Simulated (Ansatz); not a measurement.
# Band gap of Sn2S3 (Ottemannite) from density functionals to GW, part 2 of 2

What gap does each level of theory give for Sn2S3 (Ottemannite), and in what time?

Ansatz 0.2.0; density functionals, hybrids and G0W0, plane waves, PAW. Known limits of the many-body steps: finite bands, screening cutoff and k mesh; no spin-orbit coupling in G0W0; screening cutoff under 40 eV in some runs.

So far. Step 7 (G0W0@r2SCAN, 2×4×2 mesh, 905 empty bands, screening to …): Over 11 of 12 irreducible mesh points the G0W0 gap is 1.422 eV, from k = Γ to k = (0.000, -0.500, -0.500). The r2SCAN gap of this run on the mesh is 0.882 eV. The two states that bound the G0W0 gap lie that far apart at the start, so the correction of the gap is 1.422 − 0.882 = +0.540 eV.

In doubt: masses and optical values from hybrid runs of this build are listed as unsure (steps 8, 9), which bears on the screening that GW takes from such a start.

## Step 9: G0W0@PBE0, 2×4×2 mesh, 420 empty bands, screening to 54 eV

This step: G0W0 on PBE0, plane waves, PAW.

The input, input.yaml:

```yaml
crystal:
  lattice:
    - [8.878, 0.0, 0.0]
    - [0.0, 3.751, 0.0]
    - [0.0, 0.0, 14.02]
  atoms:
    - { symbol: Sn, position: [0.16494, 0.25, 0.05195] }
    - { symbol: Sn, position: [0.33506, 0.75, 0.55195] }
    - { symbol: Sn, position: [0.66494, 0.25, 0.44805] }
    - { symbol: Sn, position: [0.83506, 0.75, 0.94805] }
    - { symbol: Sn, position: [0.48509, 0.75, 0.16936] }
    - { symbol: Sn, position: [0.01491, 0.25, 0.66936] }
    - { symbol: Sn, position: [0.98509, 0.75, 0.33064] }
    - { symbol: Sn, position: [0.51491, 0.25, 0.83064] }
    - { symbol: S, position: [0.98047, 0.75, 0.1064] }
    - { symbol: S, position: [0.51953, 0.25, 0.6064] }
    - { symbol: S, position: [0.48047, 0.75, 0.3936] }
    - { symbol: S, position: [0.01953, 0.25, 0.8936] }
    - { symbol: S, position: [0.33879, 0.75, 0.99524] }
    - { symbol: S, position: [0.16121, 0.25, 0.49524] }
    - { symbol: S, position: [0.83879, 0.75, 0.50476] }
    - { symbol: S, position: [0.66121, 0.25, 0.00476] }
    - { symbol: S, position: [0.28631, 0.25, 0.21246] }
    - { symbol: S, position: [0.21369, 0.75, 0.71246] }
    - { symbol: S, position: [0.78631, 0.25, 0.28754] }
    - { symbol: S, position: [0.71369, 0.75, 0.78754] }
kpoints:
  mp_grid: { grid: [2, 4, 2] }
hamiltonian:
  xc: pbe0
scf:
  occupations: { method: fixed }
gw:
  n_empty_bands: 420
  ecut_chi: 54
  qp_bands: [v4, c4]
  qp_kpoints: band_edges
  screening: { model: contour_deformation }
```

Command:

```
> ansatz run input.yaml --threads 24 --pin off --max-ram 82944MiB --backend cuda --events-out ev --progress --plain --runs-dir out --devices 1 --max-vram 78GiB
```

It took 56 s on 1 × NVIDIA GB200 (shared by 2 runs) with 24 threads of Arm Neoverse V2, shared host; peak memory 4.3 GiB; 3.9 min of CPU time.

Numbers from this step:

```
bands summed                                    : 512
RPA ε∞ on this mesh (eigenvalues)               : 6.241, 6.294, 6.704
plane waves in the screening matrix             : 423
G0W0 gap over the corrected points              : 1.707 eV
k of the valence top                            : 0, 0, 0
k of the conduction bottom                      : 0, -0.5, -0.5
starting gap on the mesh                        : 1.934 eV
Z at the valence top                            : 0.8017
Z at the conduction bottom                      : 0.8153
least direct G0W0 gap over the corrected points : 1.728 eV
```

Over 10 of 12 irreducible mesh points the G0W0 gap is 1.707 eV, from k = Γ to k = (0.000, -0.500, -0.500). The PBE0 gap of this run on the mesh is 1.934 eV. The two states that bound the G0W0 gap lie that far apart at the start, so the correction of the gap is 1.707 − 1.934 = −0.227 eV. G0W0@PBE0 against G0W0@HSE06 with 512 bands: 1.707 − 1.547 = +0.160 eV. Mesh, set of files and cutoffs are the same, but the conduction bottom lies at another k point, so this need not be the shift of one pair of states. The program's warnings for this run: coarse exchange mesh.

## Step 10: The ladder

Each gap is the least one over the points named; times are wall times on shared hosts, not benchmarks. A G0W0 time includes the run's own self-consistent start. Runs with listed points see these and the mesh alone, so an edge that moves elsewhere is missed. Rows marked * are further runs, not shown as steps, whose inputs differ from the G0W0 step on the same start in the columns given; solver thresholds can differ too. Symmetry makes (0.000, 0.500, 0.500) and (0.000, -0.500, -0.500) one point.

```csv
level,mesh,"files, cutoff","bands summed, screening",points,gap (eV),valence top,conduction bottom,least direct gap (eV),time
LDA,4×6×2,"soft_2 PAW, 420 eV",-,mesh and listed points,0.531,"(0.100, 0.000, 0.000)","(0.000, 0.500, 0.500)",0.622,1.8 s
r2SCAN,4×6×2,"soft_2 PAW, 500 eV",-,mesh and path,0.830,"(0.100, 0.000, 0.000)","(0.000, 0.500, 0.500)",0.917,5.2 s
r2SCAN+SOC,4×6×2,"soft_2 PAW, 500 eV",-,mesh and listed points,0.831,"(0.100, 0.000, 0.000)","(0.000, 0.500, 0.500)",0.915,6.8 s
HSE06,2×4×2,"soft_2 PAW, 420 eV",-,mesh and listed points,1.225,"(0.100, 0.000, 0.000)","(0.000, 0.500, 0.500)",1.292,23 s
PBE0,2×4×2,"soft_2 PAW, 420 eV",-,mesh and listed points,1.874,"(0.100, 0.000, 0.000)","(0.000, 0.500, 0.500)",1.944,22 s
G0W0@r2SCAN*,2×4×2,"soft_2 PAW, 500 eV","240, 27 eV",11 of 12 irreducible mesh points,1.370,Γ,"(0.000, 0.000, -0.500)",1.402,11 s
G0W0@r2SCAN*,2×4×2,"soft_2 PAW, 500 eV","512, 54 eV",11 of 12 irreducible mesh points,1.392,Γ,"(0.000, 0.000, -0.500)",1.415,18 s
G0W0@r2SCAN,2×4×2,"soft_2 PAW, 500 eV","997, 90 eV",11 of 12 irreducible mesh points,1.422,Γ,"(0.000, -0.500, -0.500)",1.438,37 s
G0W0@r2SCAN*,2×4×1,"soft_2 PAW, 500 eV","512, 54 eV",all 6 irreducible mesh points,1.561,Γ,"(-0.500, 0.000, 0.000)",1.636,7 s
G0W0@HSE06,2×4×2,"soft_2 PAW, 420 eV","512, 54 eV",10 of 12 irreducible mesh points,1.547,Γ,"(0.000, 0.000, -0.500)",1.570,56 s
G0W0@PBE0,2×4×2,"soft_2 PAW, 420 eV","512, 54 eV",10 of 12 irreducible mesh points,1.707,Γ,"(0.000, -0.500, -0.500)",1.728,56 s
```

## Step 11: Results

```yaml
lda_over_mesh_and_listed_points: 0.531 eV
r2scan_over_mesh_and_path: 0.830 eV
r2scan_soc_over_mesh_and_listed_points: 0.831 eV
hse06_over_mesh_and_listed_points: 1.225 eV
pbe0_over_mesh_and_listed_points: 1.874 eV
g0w0_r2scan_997_bands_2x4x2_over_11_of_12_irreducible_mesh_points: 1.422 eV
g0w0_hse06_over_10_of_12_irreducible_mesh_points: 1.547 eV
g0w0_pbe0_over_10_of_12_irreducible_mesh_points: 1.707 eV
known_limits: finite bands, screening cutoff and k mesh; no spin-orbit coupling in G0W0; screening cutoff under 40 eV in some runs
```

The rows run from 0.531 eV (LDA) to 1.874 eV (PBE0). They differ in mesh, plane-wave cutoff, bands and screening cutoff of G0W0 and the points over which the gap was sought as well as in level, so only pairs that share these are like for like. r2SCAN+SOC against r2SCAN: 0.831 − 0.830 = +0.001 eV, with the same mesh, set of files (read in its fully relativistic form for the spin-orbit run) and cutoff, and both edges at the same k points. The spin-orbit run sees mesh and listed points alone, so its gap is an upper bound: the coupling can move an edge off these points, and the change over the zone, its sign included where it is small, is not known. PBE0 against HSE06: 1.874 − 1.225 = +0.649 eV, with the same mesh, files and cutoff, and both edges at the same k points. G0W0@r2SCAN (997 bands, 2×4×2) moves the gap of its own start on the mesh by 1.422 − 0.882 = +0.540 eV, between the same two levels. Over mesh and path, r2SCAN puts the valence top at k = (0.100, 0.000, 0.000), where no G0W0 correction was computed. The G0W0 gap over the whole zone is therefore not known from this run; at its settings it can only be equal to or under the 1.422 eV found, and no correction is carried over from another point. For the start itself the gap is 0.830 eV over mesh and path and 0.882 eV on the mesh of the G0W0 run, in runs that differ in mesh (4×6×2 and 2×4×2). G0W0@HSE06 moves the gap of its own start on the mesh by 1.547 − 1.280 = +0.267 eV, with other states at the edges (they lie 1.300 eV apart at the start). Over mesh and listed points, HSE06 puts the valence top at k = (0.100, 0.000, 0.000), where no G0W0 correction was computed. The G0W0 gap over the whole zone is therefore not known from this run; at its settings it can only be equal to or under the 1.547 eV found, and no correction is carried over from another point. For the start itself the gap is 1.225 eV over mesh and listed points and 1.280 eV on the mesh of the G0W0 run. G0W0@PBE0 moves the gap of its own start on the mesh by 1.707 − 1.934 = −0.227 eV, between the same two levels. Over mesh and listed points, PBE0 puts the valence top at k = (0.100, 0.000, 0.000), where no G0W0 correction was computed. The G0W0 gap over the whole zone is therefore not known from this run; at its settings it can only be equal to or under the 1.707 eV found, and no correction is carried over from another point. For the start itself the gap is 1.874 eV over mesh and listed points and 1.934 eV on the mesh of the G0W0 run. What spin-orbit coupling does to the G0W0 levels was not computed, so no sum with the G0W0 gap is formed. For G0W0@r2SCAN: from 240 bands and 27 eV to 997 bands and 90 eV the gap moves by 1.422 − 1.370 = +0.052 eV (rung by rung 1.370, 1.392, 1.422 eV); bands and screening cutoff rise together, so their parts are not told apart. The states that bound the gap change along the series, so no limit is drawn and it is not known. The other G0W0 rows are shown at one basis each (512 bands), so their distance from the limit is not known here. With the 2×4×1 mesh in place of the 2×4×2 mesh and all else as in the G0W0@r2SCAN row with 512 bands, the gap differs by 1.561 − 1.392 = +0.169 eV, and that of the start by 1.024 − 0.882 = +0.142 eV; an edge lies at another k point, so this need not be the shift of one pair of states. For G0W0@PBE0: the program's warnings for this run: coarse exchange mesh. The G0W0 runs are scalar-relativistic. G0W0@r2SCAN runs of this series with other atomic data on the same mesh, not shown as steps, give 1.394 eV (hard PAW, 640 eV, 544 bands, screening to 54 eV; the table's row with the same empty bands and screening cutoff has 1.392 eV); where bands and cutoffs differ too, the part of the files is not isolated. A screening cutoff under 40 eV is crude: G0W0@r2SCAN with 240 bands at 27 eV.

[Paths, hosts, dates, memory and timing lines, banners, echoed tables and standing remarks are left out of the program output.]

[Logs are printed without paths, hosts, clocks, repeated set-up lines and the standing remarks that a program may print on its own settings, such as how far it seeks lower states.]

[Runs of the session that timed out or met a known fault of the program may be left out.]

[Cells called generated may have been cut or substituted from an entry of the Crystallography Open Database or the Materials Project.]

[Hosts, paths, dates, database ids (printed as entryN), source tags and the programs' standing remarks are cut or masked in the printed files.]

[Where an RPA ε∞ is given, it is that of the G0W0 mesh and is not shown converged in it. Names of k-points follow the symmetry that the program found, which can be lower than the space group named. Band edges on a path are those of the sampled points; other points can move an edge, and change direct to indirect where valleys lie close.]

[Hybrid gaps are those of their k-mesh and are not shown converged in it.]
